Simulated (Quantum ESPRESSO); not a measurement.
# KF (Carobbiite): from strain to phonon shift

How far does biaxial strain in the (001) plane shift the zone-centre optical mode of KF (Carobbiite)?

Program: Quantum ESPRESSO 7.5. Level of theory: DFT LDA, scalar-relativistic, plane waves, PseudoDojo norm-conserving pseudopotentials. Results are calculated unless marked as measured.

## 1. The relaxed structure

Symmetry: Fm-3m, No. 225, cubic system. The conventional cell has a = 5.158 Å, b = 5.158 Å, c = 5.158 Å, α = 90.00°, β = 90.00°, γ = 90.00°. Nearest to K lie 6 F at 2.58 Å. F has 6 K at 2.58 Å nearest. Farther neighbours and most contacts between anions are not listed.

This is the cell after its relaxation at this level of theory, not the database cell from which that began.

## 2. Uniaxial strain

The relaxed cell is stretched along z alone. This keeps all atoms on sites fixed by symmetry and splits the threefold mode into a singlet, polarised along z, and a doublet. The macroscopic field is left out, so these are transverse modes. Cutoff 92 Ry, k mesh 8×8×8.

From the response at ε_zz = 0.01:

What it wrote:

```text
[banners, grids, parts of the stress and lines that vanish by symmetry left out]
Program PHONON v.7.5
     Reading xml data from directory:

[...]
Exchange-correlation= PW
                           (   1   4   0   0   0   0   0)
[...]
kinetic-energy cut-off    =      92.0000  Ry
     charge density cut-off    =     368.0000  Ry
     convergence threshold     =      1.0E-18
[...]
Exchange-correlation= PW
                           (   1   4   0   0   0   0   0)
[...]
q = (   0.0000000   0.0000000   0.0000000 )
     17 Sym.Ops. (with q -> -q+G )
     G cutoff =  447.3071  (  27847 G-vectors)     FFT grid: ( 45, 45, 45)
     number of k points=    59
[...]
Mode symmetry, D_4h(4/mmm) point group:
[...]
Representation #   1 mode #   1
[...]
End of self-consistent calculation
     Convergence has been achieved
     Representation #   2 mode #   2
[...]
End of self-consistent calculation
     Convergence has been achieved
     Representation #   3 modes #   3   4
[...]
End of self-consistent calculation
     Convergence has been achieved
     Representation #   4 modes #   5   6
[...]
End of self-consistent calculation
     Convergence has been achieved
[...]
q = (    0.000000000   0.000000000   0.000000000 )
[...]
freq (    1) =      -0.052229 [THz] =      -1.742161 [cm-1]
     freq (    2) =      -0.051321 [THz] =      -1.711886 [cm-1]
     freq (    3) =      -0.051321 [THz] =      -1.711886 [cm-1]
     freq (    4) =       5.802234 [THz] =     193.541695 [cm-1]
     freq (    5) =       6.352767 [THz] =     211.905500 [cm-1]
     freq (    6) =       6.352767 [THz] =     211.905500 [cm-1]
[...]
Mode symmetry, D_4h(4/mmm) point group:
     freq (   1-   1) =         -1.7  [cm-1]   --> A_2u X_4' M_4'  I
     freq (   2-   3) =         -1.7  [cm-1]   --> E_u  X_5' M_5'  I
     freq (   4-   4) =        193.5  [cm-1]   --> A_2u X_4' M_4'  I
     freq (   5-   6) =        211.9  [cm-1]   --> E_u  X_5' M_5'  I

   JOB DONE.
```

| ε_zz | singlet (cm⁻¹) | doublet (cm⁻¹) | σ_zz (GPa) | σ_xx (GPa) |
| --- | --- | --- | --- | --- |
| -0.01 | 228.92 | 209.76 | -1.032 | -0.172 |
| -0.005 | 219.87 | 210.39 | -0.495 | -0.082 |
| 0 | 210.96 | 210.96 | 0.007 | 0.007 |
| 0.005 | 202.18 | 211.45 | 0.474 | 0.093 |
| 0.01 | 193.54 | 211.91 | 0.909 | 0.177 |

Stress is counted positive in tension.

## 3. The fit

To first order ω² − ω₀² = p ε_zz + q (ε_xx + ε_yy) for the mode along z, and likewise for x and y. With ε_zz alone the singlet gives p and the doublet q.

The linear terms of parabolas through ω² are p = -16.79 ω₀² and q = 1.02 ω₀², with ω₀ = 211.0 cm⁻¹. Those of the stresses are C11 = 97 GPa and C12 = 17 GPa. Under hydrostatic strain p and q imply γ = −(p + 2q)/(6 ω₀²) = 2.46.

A layer held to an in-plane strain ε and free along z takes ε_zz = −2 (C12/C11) ε = -0.360 ε. To first order the singlet then shifts by (q − p C12/C11) ε / ω₀ = 852 ε cm⁻¹. For ε = 0.004, ε_zz = -0.00144, the formulas for ω² predict 214.34 cm⁻¹ for the singlet and 204.04 cm⁻¹ for the doublet.

## 4. A biaxially strained cell

This run was no part of the fit.

What it wrote:

```text
[banners, grids, parts of the stress and lines that vanish by symmetry left out]
[banner, memory and clock lines left out]
Program PHONON v.7.5

[...]
Exchange-correlation= PW
                           (   1   4   0   0   0   0   0)
[...]
kinetic-energy cut-off    =      92.0000  Ry
     charge density cut-off    =     368.0000  Ry
     convergence threshold     =      1.0E-18
[...]
Exchange-correlation= PW
                           (   1   4   0   0   0   0   0)
[...]
q = (   0.0000000   0.0000000   0.0000000 )
     17 Sym.Ops. (with q -> -q+G )
     G cutoff =  443.9941  (  27765 G-vectors)     FFT grid: ( 45, 45, 45)
     number of k points=    59
[...]
Mode symmetry, D_4h(4/mmm) point group:
[...]
Representation #   1 mode #   1
[...]
End of self-consistent calculation
     Convergence has been achieved
     Representation #   2 mode #   2
[...]
End of self-consistent calculation
     Convergence has been achieved
     Representation #   3 modes #   3   4
[...]
End of self-consistent calculation
     Convergence has been achieved
     Representation #   4 modes #   5   6
[...]
End of self-consistent calculation
     Convergence has been achieved
[...]
q = (    0.000000000   0.000000000   0.000000000 )
[...]
freq (    1) =      -0.075370 [THz] =      -2.514073 [cm-1]
     freq (    2) =      -0.075370 [THz] =      -2.514073 [cm-1]
     freq (    3) =      -0.075316 [THz] =      -2.512271 [cm-1]
     freq (    4) =       6.121164 [THz] =     204.180055 [cm-1]
     freq (    5) =       6.121164 [THz] =     204.180055 [cm-1]
     freq (    6) =       6.424440 [THz] =     214.296252 [cm-1]
[...]
Mode symmetry, D_4h(4/mmm) point group:
     freq (   1-   1) =         -2.5  [cm-1]   --> A_2u X_4' M_4'  I
     freq (   2-   3) =         -2.5  [cm-1]   --> E_u  X_5' M_5'  I
     freq (   4-   5) =        204.2  [cm-1]   --> E_u  X_5' M_5'  I
     freq (   6-   6) =        214.3  [cm-1]   --> A_2u X_4' M_4'  I
```

| mode | predicted (cm⁻¹) | run (cm⁻¹) |
| --- | --- | --- |
| singlet | 214.34 | 214.30 |
| doublet | 204.04 | 204.18 |

The stress along z is 0.006 GPa and that in the plane 0.426 GPa; the unstrained cell carries 0.007 GPa.

## 5. Results

```yaml
p_in_units_of_the_squared_frequency: -16.79
q_same_units: 1.016
shift_of_the_singlet_per_unit_of_biaxial_strain: 852 cm⁻¹
c11_and_c12: 97 and 17 GPa
```

In words: To first order, one per cent of tensile biaxial strain moves the singlet of KF (Carobbiite) by 8.5 cm⁻¹ and the doublet by -17.0 cm⁻¹; the formulas miss the test run by up to 0.14 cm⁻¹. In the rock-salt structure this mode is infrared active and has no first-order Raman line. The third potential, r, needs shear strain, which was not run. These are harmonic values at zero temperature.

[Host names and launcher messages were left out of these logs when they were recorded.]

[Logs are printed without paths, hosts, clocks, repeated set-up lines and the standing remarks that a program may print on its own settings, such as how far it seeks lower states.]

[Hosts, paths, dates, database ids (printed as entryN), source tags and the programs' standing remarks are cut or masked in the printed files.]
